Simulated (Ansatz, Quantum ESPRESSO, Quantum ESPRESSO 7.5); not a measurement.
# Mg chain with one atom pushed 1.0 Å aside at constant bond length: ballistic transmission

How well does the junction conduct in the ballistic limit? It is: Mg chain with one atom pushed 1.0 Å aside at constant bond length.

Main program and level: Quantum ESPRESSO 7.5; plane-wave DFT, PBE, GBRV ultrasoft pseudopotentials (cross-check by Ansatz 0.2.0 with PAW datasets).

## (1) Starting point

The cell holds 11 atoms: 11 Mg. Cell: a = 7.500 Å, b = 7.500 Å, c = 32.657 Å, α = 90.0°, β = 90.0°, γ = 90.0°. Regions: left lead, 5 atoms (5 Mg); channel, 1 atom (1 Mg); right lead, 5 atoms (5 Mg). Vacuum lies along a and b. The structure is stacked along c, and the current runs across the ab planes.

## (2) Self-consistent run

One periodic cell holds a stretch of lead, the junction and more lead; the atoms stay as built.

The input, scf.in:

```
&control
  prefix = 'scf'
  outdir = './out'
  pseudo_dir = './pseudo'
  calculation = 'scf'
  tprnfor = .true.
/
&system
  ibrav = 0
  nat = 11
  ntyp = 1
  ecutwfc = 34
  ecutrho = 170
  occupations = 'smearing'
  smearing = 'mv'
  degauss = 0.01
/
&electrons
  conv_thr = 1e-07
  mixing_beta = 0.25
  electron_maxstep = 120
  mixing_mode = 'local-TF'
/
ATOMIC_SPECIES
  Mg  24.3050  mg_pbe_v1.4.uspp.F.UPF
CELL_PARAMETERS angstrom
  7.50000000000000 0.00000000000000 0.00000000000000
  0.00000000000000 7.50000000000000 0.00000000000000
  0.00000000000000 0.00000000000000 32.65685424949238
ATOMIC_POSITIONS crystal
  Mg  0.500000000000 0.500000000000 0.000000000000
  Mg  0.500000000000 0.500000000000 0.091864328912
  Mg  0.500000000000 0.500000000000 0.183728657824
  Mg  0.500000000000 0.500000000000 0.275592986735
  Mg  0.500000000000 0.500000000000 0.367457315647
  Mg  0.633333333000 0.500000000000 0.454067835544
  Mg  0.500000000000 0.500000000000 0.540678355441
  Mg  0.500000000000 0.500000000000 0.632542684353
  Mg  0.500000000000 0.500000000000 0.724407013265
  Mg  0.500000000000 0.500000000000 0.816271342176
  Mg  0.500000000000 0.500000000000 0.908135671088
K_POINTS automatic
  1 1 3 0 0 0
```

The run is started by

```bash
> OMP_NUM_THREADS=1 mpirun -n 4 pw.x -nk 1 -in scf.in > scf.out
```

The log of the run:

```text
Program PWSCF v.7.5 starts
[citation notice left out]

     Parallel version (MPI & OpenMP), running on       4 processor cores
     Number of MPI processes:                 4
     Threads/MPI process:                     1

     MPI processes distributed on     1 nodes
[...]
Current dimensions of program PWSCF are:
     Max number of different atomic species (ntypx) = 10
     Max number of k-points (npk) =  40000
     Max angular momentum in pseudopotentials (lmaxx) =  4
     Message from routine setup:
     using ibrav=0 with symmetry is DISCOURAGED, use correct ibrav instead

     R & G space division:  proc/nbgrp/npool/nimage =       4
     Subspace diagonalization in iterative solution of the eigenvalue problem:
     a serial algorithm will be used

     Parallelization info
     --------------------
     sticks:   dense  smooth     PW     G-vecs:    dense   smooth      PW
     Min         677     544    138               115945    83040   10566
     Max         678     545    139               115970    83053   10577
     Sum        2709    2177    553               463813   332181   42283

     Using Slab Decomposition

     bravais-lattice index     =            0
     lattice parameter (alat)  =      14.1729  a.u.
     unit-cell volume          =   12396.3399 (a.u.)^3
     number of atoms/cell      =           11
     number of atomic types    =            1
     number of electrons       =       110.00
     number of Kohn-Sham states=           66
     kinetic-energy cutoff     =      34.0000  Ry
     charge density cutoff     =     170.0000  Ry
     scf convergence threshold =      1.0E-07
     mixing beta               =       0.2500
     number of iterations used =            8  local-TF  mixing
     Exchange-correlation=  SLA  PW   PBX  PBC
                           (   1   4   3   4   0   0   0)

     celldm(1)=  14.172946  celldm(2)=   0.000000  celldm(3)=   0.000000
     celldm(4)=   0.000000  celldm(5)=   0.000000  celldm(6)=   0.000000

     crystal axes: (cart. coord. in units of alat)
               a(1) = (   1.000000   0.000000   0.000000 )
               a(2) = (   0.000000   1.000000   0.000000 )
               a(3) = (   0.000000   0.000000   4.354247 )

     reciprocal axes: (cart. coord. in units 2 pi/alat)
               b(1) = (  1.000000  0.000000  0.000000 )
               b(2) = (  0.000000  1.000000  0.000000 )
               b(3) = (  0.000000  0.000000  0.229661 )

     PseudoPot. # 1 for Mg read from file:
     ./pseudo/mg_pbe_v1.4.uspp.F.UPF
     Pseudo is Ultrasoft, Zval = 10.0
     Generated by new atomic code, or converted to UPF format
     Using radial grid of  821 points,  7 beta functions with:
                l(1) =   0
                l(2) =   0
                l(3) =   0
                l(4) =   1
                l(5) =   1
                l(6) =   2
                l(7) =   2
     Q(r) pseudized with  8 coefficients,  rinner =    1.200   1.200   1.200
                                                       1.200   1.200

     atomic species   valence    mass     pseudopotential
     Mg               10.00    24.30500     Mg( 1.00)

      2 Sym. Ops. (no inversion) found

   Cartesian axes

     site n.     atom                  positions (alat units)
         1        Mg     tau(   1) = (   0.5000000   0.5000000   0.0000000  )
         2        Mg     tau(   2) = (   0.5000000   0.5000000   0.4000000  )
         3        Mg     tau(   3) = (   0.5000000   0.5000000   0.8000000  )
         4        Mg     tau(   4) = (   0.5000000   0.5000000   1.2000000  )
         5        Mg     tau(   5) = (   0.5000000   0.5000000   1.6000000  )
         6        Mg     tau(   6) = (   0.6333333   0.5000000   1.9771236  )
         7        Mg     tau(   7) = (   0.5000000   0.5000000   2.3542472  )
         8        Mg     tau(   8) = (   0.5000000   0.5000000   2.7542472  )
         9        Mg     tau(   9) = (   0.5000000   0.5000000   3.1542472  )
        10        Mg     tau(  10) = (   0.5000000   0.5000000   3.5542472  )
        11        Mg     tau(  11) = (   0.5000000   0.5000000   3.9542472  )

     number of k points=     2  Marzari-Vanderbilt smearing, width (Ry)=  0.0100
                       cart. coord. in units 2pi/alat
        k(    1) = (   0.0000000   0.0000000   0.0000000), wk =   0.6666667
        k(    2) = (   0.0000000   0.0000000   0.0765536), wk =   1.3333333

     Dense  grid:   463813 G-vectors     FFT dimensions: (  60,  60, 270)

     Smooth grid:   332181 G-vectors     FFT dimensions: (  54,  54, 240)

     Estimated max dynamical RAM per process >     549.06 MB

     Estimated total dynamical RAM >       2.14 GB

     Initial potential from superposition of free atoms

     starting charge     106.6975, renormalised to     110.0000

     negative rho (up, down):  1.240E-06 0.000E+00
     Starting wfcs are   55 randomized atomic wfcs +   11 random wfcs

     total cpu time spent up to now is        3.2 secs

     per-process dynamical memory:   130.6 Mb

     Self-consistent Calculation

     iteration #  1     ecut=    34.00 Ry     beta= 0.25
     Davidson diagonalization with overlap
     ethr =  1.00E-02,  avg # of iterations = 10.0

     negative rho (up, down):  1.095E-03 0.000E+00

     total cpu time spent up to now is       14.0 secs

     total energy              =   -1378.15810747 Ry
     estimated scf accuracy    <       1.70202195 Ry

     iteration #  2     ecut=    34.00 Ry     beta= 0.25
[...]
negative rho (up, down):  1.346E-02 0.000E+00

[...]
total energy              =   -1377.52086623 Ry
     estimated scf accuracy    <       1.16246472 Ry

     iteration #  3     ecut=    34.00 Ry     beta= 0.25
[...]
negative rho (up, down):  1.552E-02 0.000E+00

[...]
total energy              =   -1377.59156350 Ry
     estimated scf accuracy    <       0.16811896 Ry

     iteration #  4     ecut=    34.00 Ry     beta= 0.25
[...]
negative rho (up, down):  9.180E-03 0.000E+00

[...]
total energy              =   -1377.56789389 Ry
     estimated scf accuracy    <       0.07800149 Ry

     iteration #  5     ecut=    34.00 Ry     beta= 0.25
[...]
negative rho (up, down):  6.234E-03 0.000E+00

[...]
total energy              =   -1377.56914158 Ry
     estimated scf accuracy    <       0.00584572 Ry

     iteration #  6     ecut=    34.00 Ry     beta= 0.25
[...]
negative rho (up, down):  8.927E-05 0.000E+00

[...]
total energy              =   -1377.56984660 Ry
     estimated scf accuracy    <       0.00094557 Ry

     iteration #  7     ecut=    34.00 Ry     beta= 0.25
[...]
negative rho (up, down):  4.117E-07 0.000E+00

[...]
total energy              =   -1377.56984691 Ry
     estimated scf accuracy    <       0.00035428 Ry

     iteration #  8     ecut=    34.00 Ry     beta= 0.25
[...]
total energy              =   -1377.56991727 Ry
     estimated scf accuracy    <       0.00004202 Ry

     iteration #  9     ecut=    34.00 Ry     beta= 0.25
[...]
total energy              =   -1377.56992277 Ry
     estimated scf accuracy    <       0.00003658 Ry

     iteration # 10     ecut=    34.00 Ry     beta= 0.25
[...]
total energy              =   -1377.56993419 Ry
     estimated scf accuracy    <       0.00001013 Ry

     iteration # 11     ecut=    34.00 Ry     beta= 0.25
[...]
total energy              =   -1377.56993378 Ry
     estimated scf accuracy    <       0.00000360 Ry

     iteration # 12     ecut=    34.00 Ry     beta= 0.25
[...]
total energy              =   -1377.56993652 Ry
     estimated scf accuracy    <       0.00000172 Ry

     iteration # 13     ecut=    34.00 Ry     beta= 0.25
[...]
total energy              =   -1377.56993733 Ry
     estimated scf accuracy    <       0.00000020 Ry

     iteration # 14     ecut=    34.00 Ry     beta= 0.25
[...]
End of self-consistent calculation

          k = 0.0000 0.0000 0.0000 ( 41491 PWs)   bands (ev):

   -78.2657 -78.2647 -78.2593 -78.2589 -78.2447 -78.2445 -78.2074 -78.2073
   -78.1711 -78.1710 -78.1645 -45.0749 -45.0749 -45.0736 -45.0736 -45.0682
   -45.0682 -45.0679 -45.0678 -45.0534 -45.0534 -45.0532 -45.0532 -45.0158
   -45.0157 -45.0156 -45.0155 -44.9793 -44.9791 -44.9767 -44.9766 -44.9729
   -44.9659 -44.9626 -44.9535 -44.9447 -44.9383 -44.9279 -44.9275 -44.8942
   -44.8940 -44.8683 -44.8587 -44.8476  -4.9196  -4.7758  -4.7668  -4.3604
    -4.3472  -3.6668  -3.6598  -2.7263  -2.7070  -1.6210  -1.5191  -0.8411
    -0.8213  -0.7449  -0.6884  -0.6833  -0.6745  -0.3747  -0.3125  -0.2852
    -0.2740   0.0460

          k = 0.0000 0.0000 0.0766 ( 41510 PWs)   bands (ev):

   -78.2657 -78.2647 -78.2593 -78.2589 -78.2447 -78.2445 -78.2074 -78.2073
   -78.1711 -78.1710 -78.1645 -45.0749 -45.0749 -45.0737 -45.0737 -45.0682
   -45.0682 -45.0679 -45.0678 -45.0534 -45.0534 -45.0532 -45.0532 -45.0158
   -45.0157 -45.0157 -45.0155 -44.9793 -44.9791 -44.9767 -44.9766 -44.9729
   -44.9659 -44.9626 -44.9536 -44.9448 -44.9383 -44.9281 -44.9275 -44.8943
   -44.8940 -44.8684 -44.8587 -44.8476  -4.9076  -4.8448  -4.6634  -4.5238
    -4.1533  -3.9229  -3.3750  -3.0590  -2.3513  -1.9649  -1.2183  -0.8607
    -0.8103  -0.7986  -0.7485  -0.6290  -0.5760  -0.4980  -0.4425  -0.2187
    -0.1213  -0.0868

     the Fermi energy is    -1.0939 ev

!    total energy              =   -1377.56993856 Ry
     estimated scf accuracy    <       0.00000006 Ry
     smearing contrib. (-TS)   =       0.00101154 Ry
     internal energy E=F+TS    =   -1377.57095010 Ry

     The total energy is F=E-TS. E is the sum of the following terms:
     one-electron contribution =   -1877.48716607 Ry
     hartree contribution      =     883.10059028 Ry
     xc contribution           =    -184.08837514 Ry
     ewald contribution        =    -199.09599917 Ry

     convergence has been achieved in  14 iterations

     Forces acting on atoms (cartesian axes, Ry/au):

     atom    1 type  1   force =     0.00006120    0.00000000    0.00004971
     atom    2 type  1   force =    -0.00014870    0.00000000   -0.00005504
     atom    3 type  1   force =     0.00063906    0.00000000   -0.00016415
     atom    4 type  1   force =    -0.00309446    0.00000000    0.00027427
     atom    5 type  1   force =     0.00669162    0.00000000   -0.00318319
     atom    6 type  1   force =    -0.00828293    0.00000000   -0.00007939
     atom    7 type  1   force =     0.00669540    0.00000000    0.00311266
     atom    8 type  1   force =    -0.00307132    0.00000000   -0.00034013
     atom    9 type  1   force =     0.00068331    0.00000000    0.00013979
     atom   10 type  1   force =    -0.00017904    0.00000000    0.00013971
     atom   11 type  1   force =     0.00000586    0.00000000    0.00010576

     Total force =     0.014080     Total SCF correction =     0.000463

[...]
=------------------------------------------------------------------------------=
   JOB DONE.
=------------------------------------------------------------------------------=
```

Elapsed: 2.1 min, on 4 MPI ranks of Arm Neoverse N1, shared host; peak memory 2.2 GiB.

Numbers from this step:

* free energy: -18742.7938 eV
* Fermi energy: -1.094 eV

The program's own clock; routines nest. Time by routine:

| routine | wall time (s) | calls |
| --- | --- | --- |
| PWSCF | 125.4 | 1 |
| electrons | 120.2 | 1 |
| c_bands | 72.25 | 14 |
| cegterg | 70.16 | 28 |
| h_psi | 49.76 | 138 |
| fftw | 42.03 | 10996 |
| vloc_psi | 37.26 | 138 |
| sum_band | 21.29 | 14 |
| mix_rho | 14.37 | 14 |
| newd | 10.81 | 15 |
| calbec | 9.29 | 174 |
| ffts | 9.02 | 1628 |
| h_psi:calbec | 6.2 | 138 |
| add_vuspsi | 6.09 | 138 |

The run needed 14 iterations to bring the estimated error under 1e-07 Ry; the largest force on any atom, held or free, is 0.21 eV/Å.

(Part 1 of 4 ends here.)

[Logs are printed without paths, hosts, clocks, repeated set-up lines and the standing remarks that a program may print on its own settings, such as how far it seeks lower states.]

[Hosts, paths, dates, database ids (printed as entryN), source tags and the programs' standing remarks are cut or masked in the printed files.]

[Maps of the electrostatic potential energy from Ansatz leave out the sawtooth potential of an applied field or a dipole correction, so their vacuum need not be flat; planar profiles and work functions include it.]
